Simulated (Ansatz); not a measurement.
# SnO2 (Cassiterite): G0W0 under other settings

Aim: change settings of a G0W0 run on SnO2 (Cassiterite) and see what moves.

Method: G0W0 on PBE, plane waves, PAW, in Ansatz 0.2.0.

## 1. The starting structure

Symmetry: P4_2/mnm, No. 136, tetragonal system. The conventional cell has a = 4.738 Å, b = 4.738 Å, c = 3.187 Å, α = 90.00°, β = 90.00°, γ = 90.00°. Sn has 6 O at 2.05 to 2.06 Å nearest. Nearest to O lie 3 Sn at 2.05 to 2.06 Å. Farther neighbours and most contacts between anions are not listed.

The cell and positions come from the Crystallography Open Database and are kept as given unless a step says otherwise. The default PAW set here is soft_2. Its files were made with PBE.

## 2. The base run: 4×4×4 mesh, 162 empty bands, screening to 100 eV

Now the one-shot GW correction: screening in the RPA, then the self-energy of the levels asked for.

Contents of input.yaml:

```yaml
crystal:
  lattice:
    - [4.738, 0.0, 0.0]
    - [0.0, 4.738, 0.0]
    - [0.0, 0.0, 3.1865]
  atoms:
    - { symbol: Sn, position: [0.0, 0.0, 0.0] }
    - { symbol: Sn, position: [0.5, 0.5, 0.5] }
    - { symbol: O, position: [0.3071, 0.3071, 0.0] }
    - { symbol: O, position: [0.1929, 0.8071, 0.5] }
    - { symbol: O, position: [0.6929, 0.6929, 0.0] }
    - { symbol: O, position: [0.8071, 0.1929, 0.5] }
kpoints:
  mp_grid: { grid: [4, 4, 4] }
hamiltonian:
  xc: pbe
scf:
  occupations: { method: fixed }
gw:
  n_empty_bands: 162
  ecut_chi: 100
  qp_bands: [v2, c2]
  qp_kpoints: band_edges
  screening: { model: contour_deformation }
```

Run with:

```
$ ansatz run input.yaml --threads 3 --pin off --max-ram 92160MiB --backend cuda --events-out ev --progress --plain --runs-dir out --devices 1 --max-vram 13GiB  # rebuilt from the run's record
```

Numbers of over 12 decimals in the logs are rounded to 6 here.

What it wrote:

```text
GPUs: using 1 of 1 available (devices: 1).
Engine: ansatz 0.2.0, x86_64-unknown-linux-gnu
Pseudopotentials: kind: paw
Pseudopotential: Sn, paw, valence charge 14, recommended cutoff 420 eV (normal), Sn.paw.azcp
Pseudopotential: O, paw, valence charge 6, recommended cutoff 420 eV (normal), O.paw.azcp
Functional definition: PBE
  parameter kappa = 0.804
  parameter beta = 0.066725
  exchange = pbe_x(kappa = kappa, mu = beta*pi^2/3)
  correlation = pbe_c(beta = beta)
device memory: the entry about to start is reckoned to put 0.8 GiB on a device that reports 42.9 GiB free (of which the cap on the GPU budget leaves the run 13.0 GiB)
GPU FFT provider: cuFFT
GPU libraries: cuBLAS 13.8.2, cuFFT 12.4.0, cuSOLVER 12.3.4
Crystal: 6 atoms, lattice volume = 71.533 Å³
Basis set: ecut = 420 eV, 1411 PW (Γ)
Bands: 32, of which v1, the nominal top of the filled ones, is band 26 counted from 1 (25 counted from 0)
Symmetry: 16 space group operations
Space group: P42/mnm (ITA 136), of the structure as read, at distance tolerance 4.2e-5 Å
k-points: 18 of 64
Non-local potential: Sn, projectors of the file, l = 0: 2, l = 1: 2, l = 2: 2, l = 3: 2
Non-local potential: O, projectors of the file, l = 0: 2, l = 1: 2, l = 2: 1
PAW form: soft (Blöchl's): semilocal exchange-correlation on the pseudo side does not see the compensation charge
PAW one-centre angular grid: Sn, 590 points (default); XC on 64 Gauss nodes
PAW one-centre angular grid: O, 110 points (default); XC on 64 Gauss nodes
Initial density: superposition of atomic densities (neutral atoms: chi_scale 0, normalization atom), corrected by the library's trained network
Initial wavefunctions: pseudopotential atomic-orbital guess
GPU buffer pool allocated for 24576 grid points (all kernels)
GPU transforms: local potential and band sums: pruned to the plane-wave sphere, on 32×32×24
Functional: x = pbe(κ = 0.804, μ = 0.219515), c = pbe(β = 0.066725)
SCF iter   1: F=—  HF=-14317.827550 eV  |F-HF|=—  |Δ(HF+E_count)|=         —  Δρ=1.06e-3  dr2=2.11e-4  ethr=1.77e-3  ⟨swp⟩=4.0  Hψ=2235  notcnv=0  defer=72
preconditioner: auto → Resta (q_TF=auto, 2.587 Å⁻¹)  ε∞=3.6  [insulator: Δε(μ)=1.283 eV  Ē_g=19.763 eV  n_scr=18 (ndim 8)  ℏωp=31.7 eV  f_vac=0.027  ε∞_Penn≈3.6]
SCF iter   2: F=—  HF=-14317.829246 eV  |F-HF|=—  |Δ(HF+E_count)|=   1.70e-3  Δρ=5.99e-4  dr2=7.74e-5  ethr=4.05e-7  ⟨swp⟩=2.9  Hψ=1298  notcnv=0  defer=72
SCF iter   3: F=—  HF=-14317.829543 eV  |F-HF|=—  |Δ(HF+E_count)|=   2.97e-4  Δρ=2.29e-4  dr2=2.59e-5  ethr=1.49e-7  ⟨swp⟩=2.7  Hψ=956  notcnv=0  defer=72
SCF iter   4: F=—  HF=-14317.829556 eV  |F-HF|=—  |Δ(HF+E_count)|=   1.26e-5  Δρ=5.60e-5  dr2=1.91e-6  ethr=4.98e-8  ⟨swp⟩=2.0  Hψ=746  notcnv=0  defer=72
[...]
E_band       = -114.418522
  E_kinetic    = 1085.345741
  E_local      = -2861.020373  (includes V_loc(G=0)·N_el)
  E_nonlocal   = 134.911707
  E_hartree    = 1491.211764
  E_xc         = -1054.950581
  E_vxc        = -564.062066  (∫ρ·V_xc dr)
  E_paw        = -8930.486051  (= ΣΔE_a)
  E_vpaw       = -892.026357  (= ΣTr[D̂ρ^β])
  E_aug_tail   = 0.010018  (compensation charges beyond the density's cutoff)
  E_ewald      = -4182.851779
  E_smearing   = -0.000000  (= −TS)
  E_closure    = 0.000000  (closes the sum)
  Σ components = -14317.829556   (vs F -14317.829556, Δ=0.00e0)
--- Band table (eV; the first three rows and the last of 18) ---
  k-point 0: bands = [... 22 lower, 8.3075, 8.7549, 8.7549, 9.5289, 10.8096, 15.6959, 15.8975, 15.8975, ... 2 higher]
  k-point 1: bands = [... 22 lower, 7.0118, 8.6906, 8.6906, 9.0286, 13.3864, 16.4846, 17.9807, 17.9807, ... 2 higher]
  k-point 2: bands = [... 22 lower, 7.8755, 7.8755, 8.2711, 8.2711, 15.7701, 15.7701, 19.3182, 19.3182, ... 2 higher]
  k-point 17: bands = [... 22 lower, 8.5599, 8.5599, 8.6943, 8.6943, 14.4679, 14.4679, 18.4248, 18.4248, ... 2 higher]
--- G₀W₀: contour deformation, 7 samples at zero and on the imaginary axis and 2 off it, 64 q-points, 162 empty bands' worth ---
  eigenvalues of the whole cell's RPA ε∞ on this k-mesh (on a slab, of 1 + 4πα/V) = 4.5075, 4.5075, 4.7578; static W/v taken at q = 0 is 0.216042
  gw.qp_kpoints: band_edges: 8 of 18 stored k-points solved, in 1 pass; an edge of the gap read off the rows below is read off those points alone
    valence top: of the k-points left out ik 1 came nearest to being solved in a further pass, in band 26 (counted from 1, as in the quasiparticle table): it holds the edge there only if its correction is more favourable than any solved in that band by at least 0.380 eV; those differ by 0.291 eV
    conduction bottom: of the k-points left out ik 1 came nearest to being solved in a further pass, in band 27 (counted from 1, as in the quasiparticle table): it holds the edge there only if its correction is more favourable than any solved in that band by at least 2.577 eV; those differ by 0.704 eV
    ik  band        ε_KS         Σx   Σc(E_QP)       V_xc       Z   E_QP_lin       E_QP  E_QP is
     0    25      8.7549   -26.4238     5.0395   -20.7674  0.7523     8.1309     8.1380  root
     0    26      9.5289   -27.1775     5.3781   -21.1422  0.7527     8.8637     8.8716  root
     0    27     10.8096   -14.4338    -3.3378   -18.5808  0.8249    11.6257    11.6188  root
     0    28     15.6959   -12.1122    -4.5540   -17.8356  0.8029    16.8950    16.8653  root
     2    25      8.2711   -26.2875     5.5340   -19.9253  0.7437     7.4268     7.4430  root
     2    26      8.2711   -26.2875     5.5340   -19.9253  0.7437     7.4268     7.4430  root
     2    27     15.7701   -14.7508    -4.5087   -20.7659  0.7878    17.3187    17.2765  root
     2    28     15.7701   -14.7508    -4.5087   -20.7659  0.7878    17.3187    17.2765  root
[...]
17    25      8.6943   -26.6246     5.5471   -20.3046  0.7461     7.9088     7.9215  root
    17    26      8.6943   -26.6246     5.5471   -20.3046  0.7461     7.9088     7.9215  root
    17    27     14.4679   -13.3307    -4.1517   -18.6872  0.8118    15.7000    15.6728  root
    17    28     14.4679   -13.3307    -4.1517   -18.6872  0.8118    15.7000    15.6728  root
[key lines of the parts left out:]
SCF converged after 6 iterations
Free energy (F): -14317.829556 eV
Fermi energy:    9.528859 eV
```

The job ended after 11 s (1 × NVIDIA H100 80GB HBM3 (shared by 6 runs) with 3 threads of AMD EPYC 7R13 (Zen 3), shared host; peak memory 1.2 GiB).

Numbers from this step:

| Item | Value |
| --- | --- |
| bands summed | 188 |
| RPA ε∞ on this mesh (eigenvalues) | 4.508, 4.508, 4.758 |
| plane waves in the screening matrix | 161 |
| q-points in the mesh | 64 |
| G0W0 gap on the mesh | 2.747 eV |
| k of the valence top | 0, 0, 0 |
| k of the conduction bottom | 0, 0, 0 |
| starting gap on the mesh | 1.281 eV |
| Z at the valence top | 0.7527 |
| Z at the conduction bottom | 0.8249 |
| least direct G0W0 gap on the computed points | 2.747 eV |

The gap on the mesh goes from 1.28 eV to 2.75 eV, a correction of +1.47 eV. Between the two edge states, bare exchange in place of the xc potential would open the gap by 10.18 eV, and correlation takes back 8.72 eV.

## 3. Variant: low screening cutoff

Edit input.yaml of step 2 so:

```diff
@@ -19,4 +19,4 @@
 gw:
-  n_empty_bands: 162
-  ecut_chi: 100
+  n_empty_bands: 213
+  ecut_chi: 25
   qp_bands: [v2, c2]
```

What it wrote:

```text
GPUs: using 1 of 1 available (devices: 1).
[...]
GPU FFT provider: cuFFT
GPU libraries: cuBLAS 13.8.2, cuFFT 12.4.0, cuSOLVER 12.3.4
Crystal: 6 atoms, lattice volume = 71.533 Å³
Basis set: ecut = 420 eV, 1411 PW (Γ)
Bands: 32, of which v1, the nominal top of the filled ones, is band 26 counted from 1 (25 counted from 0)
[... 1 set-up line as in the run before ...]
[...]
k-points: 18 of 64
[...]
GPU buffer pool allocated for 24576 grid points (all kernels)
[...]
SCF iter   1: F=—  HF=-14317.827550 eV  |F-HF|=—  |Δ(HF+E_count)|=         —  Δρ=1.06e-3  dr2=2.11e-4  ethr=1.77e-3  ⟨swp⟩=4.0  Hψ=2235  notcnv=0  defer=72
[...]
SCF iter   6: F=-14317.829556 eV  HF=-14317.829556 eV  |F-HF|=5.45e-9  |Δ(HF+E_count)|=   1.71e-7  Δρ=3.03e-6  dr2=3.53e-9  ethr=1.62e-10  ⟨swp⟩=6.4  Hψ=2419  notcnv=0
SCF 1 converged in 6 iterations: F = -14317.829556 eV  dr2 = 3.53e-9
[...]
NSCF: frozen V_eff on 18 k-points, pencils in batches of 32, up to order 128
[...]
NSCF: frozen V_eff on 18 k-points
G₀W₀ screening: q 1/18
[... further progress lines ...]
SCF converged after 6 iterations
Free energy (F): -14317.829556 eV
[...]
Internal energy: -14317.829556 eV  (E = F + TS)
E sigma→0 (E₀):  -14317.829556 eV
Fermi energy:    9.528859 eV
[...]
--- Band table (eV; the first three rows and the last of 18) ---
  k-point 0: bands = [... 22 lower, 8.3075, 8.7549, 8.7549, 9.5289, 10.8096, 15.6959, 15.8975, 15.8975, ... 2 higher]
  k-point 1: bands = [... 22 lower, 7.0118, 8.6906, 8.6906, 9.0286, 13.3864, 16.4846, 17.9807, 17.9807, ... 2 higher]
  k-point 2: bands = [... 22 lower, 7.8755, 7.8755, 8.2711, 8.2711, 15.7701, 15.7701, 19.3182, 19.3182, ... 2 higher]
  k-point 17: bands = [... 22 lower, 8.5599, 8.5599, 8.6943, 8.6943, 14.4679, 14.4679, 18.4248, 18.4248, ... 2 higher]
[...]
bands read: the sum over 239 bands ends inside a degenerate multiplet in 11 slots, whose members it reads at an even weight; the widest, k=2: bands 239 to 240 (counted from 1) at 1/2 each
[...]
0    25      8.7549   -26.4238     4.6673   -20.7674  0.7846     7.7453     7.7657  root
     0    26      9.5289   -27.1775     4.8950   -21.1422  0.7862     8.3595     8.3885  root
     0    27     10.8096   -14.4338    -3.2870   -18.5808  0.8427    11.6778    11.6695  root
     0    28     15.6959   -12.1122    -4.3322   -17.8356  0.8191    17.1237    17.0871  root
     1    25      8.6906   -26.6259     4.7796   -20.8160  0.7831     7.6369     7.6602  root
     1    26      9.0286   -26.5158     4.9988   -20.3300  0.7806     7.8061     7.8417  root
     1    27     13.3864   -15.7286    -3.4009   -20.3968  0.8258    14.6884    14.6538  root
     1    28     16.4846   -13.9045    -4.5398   -20.1883  0.8042    18.2949    18.2285  root
[...]
17    25      8.6943   -26.6246     5.1372   -20.3046  0.7767     7.4753     7.5114  root
    17    26      8.6943   -26.6246     5.1372   -20.3046  0.7767     7.4753     7.5114  root
    17    27     14.4679   -13.3307    -3.8984   -18.6872  0.8295    15.9576    15.9260  root
    17    28     14.4679   -13.3307    -3.8984   -18.6872  0.8295    15.9576    15.9260  root
```

Run time: 14 s. Hardware: 1 × NVIDIA H100 80GB HBM3 (shared by 6 runs) with 3 threads; peak memory 1.2 GiB; 15 s of CPU time.

Against the base:

```tsv
setting	base	variant
empty bands	162	213
screening cutoff (eV)	100	25
```

```tsv
quantity	variant	base
starting gap on the mesh	1.281	1.281
G0W0 gap on the mesh	3.281	2.747
least direct G0W0 gap on the computed points	3.281	2.747
Z at the valence top	0.786	0.753
Z at the conduction bottom	0.843	0.825
```

## 4. Variant: all filled levels at the zone centre

Edit input.yaml of step 3 so:

```diff
@@ -19,6 +19,6 @@
 gw:
-  n_empty_bands: 213
-  ecut_chi: 25
-  qp_bands: [v2, c2]
-  qp_kpoints: band_edges
+  n_empty_bands: 162
+  ecut_chi: 100
+  qp_bands: [lowest, c2]
+  qp_kpoints: [[0, 0, 0]]
   screening: { model: contour_deformation }
```

What it wrote:

```text
GPUs: using 1 of 1 available (devices: 1).
[...]
GPU FFT provider: cuFFT
GPU libraries: cuBLAS 13.8.2, cuFFT 12.4.0, cuSOLVER 12.3.4
Crystal: 6 atoms, lattice volume = 71.533 Å³
Basis set: ecut = 420 eV, 1411 PW (Γ)
Bands: 32, of which v1, the nominal top of the filled ones, is band 26 counted from 1 (25 counted from 0)
[... 1 set-up line as in the run before ...]
[...]
k-points: 18 of 64
[...]
GPU buffer pool allocated for 24576 grid points (all kernels)
[...]
SCF iter   1: F=—  HF=-14317.827550 eV  |F-HF|=—  |Δ(HF+E_count)|=         —  Δρ=1.06e-3  dr2=2.11e-4  ethr=1.77e-3  ⟨swp⟩=4.0  Hψ=2235  notcnv=0  defer=72
[...]
SCF iter   6: F=-14317.829556 eV  HF=-14317.829556 eV  |F-HF|=5.45e-9  |Δ(HF+E_count)|=   1.71e-7  Δρ=3.03e-6  dr2=3.53e-9  ethr=1.62e-10  ⟨swp⟩=6.4  Hψ=2419  notcnv=0
SCF 1 converged in 6 iterations: F = -14317.829556 eV  dr2 = 3.53e-9
[...]
G₀W₀ screening: q 1/18
[... further progress lines ...]
SCF converged after 6 iterations
Free energy (F): -14317.829556 eV
[...]
Internal energy: -14317.829556 eV  (E = F + TS)
E sigma→0 (E₀):  -14317.829556 eV
Fermi energy:    9.528859 eV
[...]
--- Band table (eV; the first three rows and the last of 18) ---
  k-point 0: bands = [... 22 lower, 8.3075, 8.7549, 8.7549, 9.5289, 10.8096, 15.6959, 15.8975, 15.8975, ... 2 higher]
  k-point 1: bands = [... 22 lower, 7.0118, 8.6906, 8.6906, 9.0286, 13.3864, 16.4846, 17.9807, 17.9807, ... 2 higher]
[...]
0     2    -10.8196   -43.2927     7.3585   -33.2161  0.7658   -13.6511   -13.5379  root ?
     0     3    -10.5309   -44.9376     6.6803   -35.3165  0.7856   -13.6366   -13.4717  root ?
     0     4    -10.5104   -45.4353     6.9025   -35.5056  0.7934   -13.6944   -13.5375  root ?
     0     5    -10.5104   -45.4353     6.9025   -35.5056  0.7934   -13.6944   -13.5375  root ?
     0     6    -10.4224   -45.0067     6.9601   -35.1555  0.7752   -13.4599   -13.3134  root ?
     0     7    -10.3822   -45.2630     6.6710   -35.6124  0.7886   -13.5483   -13.3618  root ?
     0     8    -10.2936   -45.5663     6.6433   -35.9524  0.7837   -13.4324   -13.2642  root ?
     0     9    -10.2598   -45.6015     6.6647   -35.9874  0.7831   -13.3778   -13.2092  root ?
     0    10    -10.2598   -45.6015     6.6647   -35.9874  0.7831   -13.3778   -13.2092  root ?
     0    11     -9.4001   -33.6741     9.8512   -22.3546  0.6795   -10.9412   -10.8684  root
     0    12     -7.5683   -33.2839    10.2870   -21.7418  0.6758    -8.8626    -8.8233  root
     0    13     -7.5683   -33.2839    10.2870   -21.7418  0.6758    -8.8626    -8.8233  root
     0    14     -5.7658   -37.6067     8.8296   -27.1302  0.7206    -7.4795    -7.4126  root
     0    15      1.4380   -24.6334     5.4798   -18.2345  0.7492     0.5173     0.5189  root
     0    16      5.4779   -24.3483     5.1538   -18.3729  0.7201     4.6368     4.6563  root
     0    17      5.4779   -24.3483     5.1538   -18.3729  0.7201     4.6368     4.6563  root
     0    18      5.5705   -24.6364     5.0097   -18.8230  0.7330     4.7510     4.7668  root
[...]
0    25      8.7549   -26.4238     5.0395   -20.7674  0.7523     8.1309     8.1380  root
     0    26      9.5289   -27.1775     5.3781   -21.1422  0.7527     8.8637     8.8716  root
     0    27     10.8096   -14.4338    -3.3378   -18.5808  0.8249    11.6257    11.6188  root
     0    28     15.6959   -12.1122    -4.5540   -17.8356  0.8029    16.8950    16.8653  root
```

It took 11 s on 1 × NVIDIA H100 80GB HBM3 (shared by 6 runs) with 3 threads; peak memory 1.1 GiB.

Absolute levels on the run's own zero. QP, by row:

```tsv
k index	band	KS (eV)	Sigma_x (eV)	Sigma_c (eV)	Vxc (eV)	Z	QP linearised (eV)	QP (eV)	source	doubts
0	1	-11.59	-41.99	8.301	-31.27	0.7255	-14.13	-14.01	root	energies_apart
0	2	-10.82	-43.29	7.359	-33.22	0.7658	-13.65	-13.54	root	energies_apart
0	3	-10.53	-44.94	6.68	-35.32	0.7856	-13.64	-13.47	root	energies_apart
0	4	-10.51	-45.44	6.902	-35.51	0.7934	-13.69	-13.54	root	energies_apart
0	5	-10.51	-45.44	6.902	-35.51	0.7934	-13.69	-13.54	root	energies_apart
0	6	-10.42	-45.01	6.96	-35.16	0.7752	-13.46	-13.31	root	energies_apart
0	7	-10.38	-45.26	6.671	-35.61	0.7886	-13.55	-13.36	root	energies_apart
0	8	-10.29	-45.57	6.643	-35.95	0.7837	-13.43	-13.26	root	energies_apart
0	9	-10.26	-45.6	6.665	-35.99	0.7831	-13.38	-13.21	root	energies_apart
0	10	-10.26	-45.6	6.665	-35.99	0.7831	-13.38	-13.21	root	energies_apart
0	11	-9.4	-33.67	9.851	-22.35	0.6795	-10.94	-10.87	root	
0	12	-7.568	-33.28	10.29	-21.74	0.6758	-8.863	-8.823	root	
0	13	-7.568	-33.28	10.29	-21.74	0.6758	-8.863	-8.823	root	
0	14	-5.766	-37.61	8.83	-27.13	0.7206	-7.479	-7.413	root	
0	15	1.438	-24.63	5.48	-18.23	0.7492	0.5173	0.5189	root	
0	16	5.478	-24.35	5.154	-18.37	0.7201	4.637	4.656	root	
0	17	5.478	-24.35	5.154	-18.37	0.7201	4.637	4.656	root	
0	18	5.571	-24.64	5.01	-18.82	0.733	4.751	4.767	root	
0	19	6.427	-24.28	5.742	-17.48	0.7209	5.324	5.366	root	
0	20	7.486	-25.76	4.571	-20.61	0.7539	6.894	6.901	root	
0	21	7.598	-27.14	4.398	-22.13	0.7622	6.971	6.979	root	
0	22	8.307	-26.91	4.456	-21.87	0.7623	7.716	7.722	root	
0	23	8.307	-26.91	4.456	-21.87	0.7623	7.716	7.722	root	
0	24	8.755	-26.42	5.04	-20.77	0.7523	8.131	8.138	root	
0	25	8.755	-26.42	5.04	-20.77	0.7523	8.131	8.138	root	
0	26	9.529	-27.18	5.378	-21.14	0.7527	8.864	8.872	root	
0	27	10.81	-14.43	-3.338	-18.58	0.8249	11.63	11.62	root	
0	28	15.7	-12.11	-4.554	-17.84	0.8029	16.89	16.87	root
```

Against the base:

```tsv
setting	base	variant
levels asked	v2 to c2	lowest to c2
points asked	band edges	[[0, 0, 0]]
```

## 5. What came out

| Quantity | Value |
| --- | --- |
| base | 2.75 eV, 11 s |
| low screening cutoff | 3.28 eV, 14 s |
| all filled levels at the zone centre | direct gap at the listed points 2.75 eV, 11 s |

In words: Low screening cutoff: the gap moves by +0.53 eV; such settings are too crude to quote. The variant differs from the base in empty bands and screening cutoff together, so the change can't be laid to one of them. All filled levels at the zone centre: only the listed points were computed; the least direct gap there is 2.75 eV, with levels asked and points asked changed against the base. All runs here use a coarse mesh and modest cutoffs; they test settings and are not final values. The 4×4×4 mesh is coarse for this cell (its supercell is 13 Å along the shortest edge). The RPA ε∞ on it, from the PBE start, is 4.51 and 4.76; such meshes misread the long-range screening, most where the gap is narrow. The many-body steps are scalar-relativistic: spin-orbit coupling is not in them.

[Paths, hosts, dates, memory and timing lines, banners, echoed tables and standing remarks are left out of the program output.]

[Logs are printed without paths, hosts, clocks, repeated set-up lines and the standing remarks that a program may print on its own settings, such as how far it seeks lower states.]

[Runs of the session that timed out or met a known fault of the program may be left out.]

[Cells called generated may have been cut or substituted from an entry of the Crystallography Open Database or the Materials Project.]

[Hosts, paths, dates, database ids (printed as entryN), source tags and the programs' standing remarks are cut or masked in the printed files.]
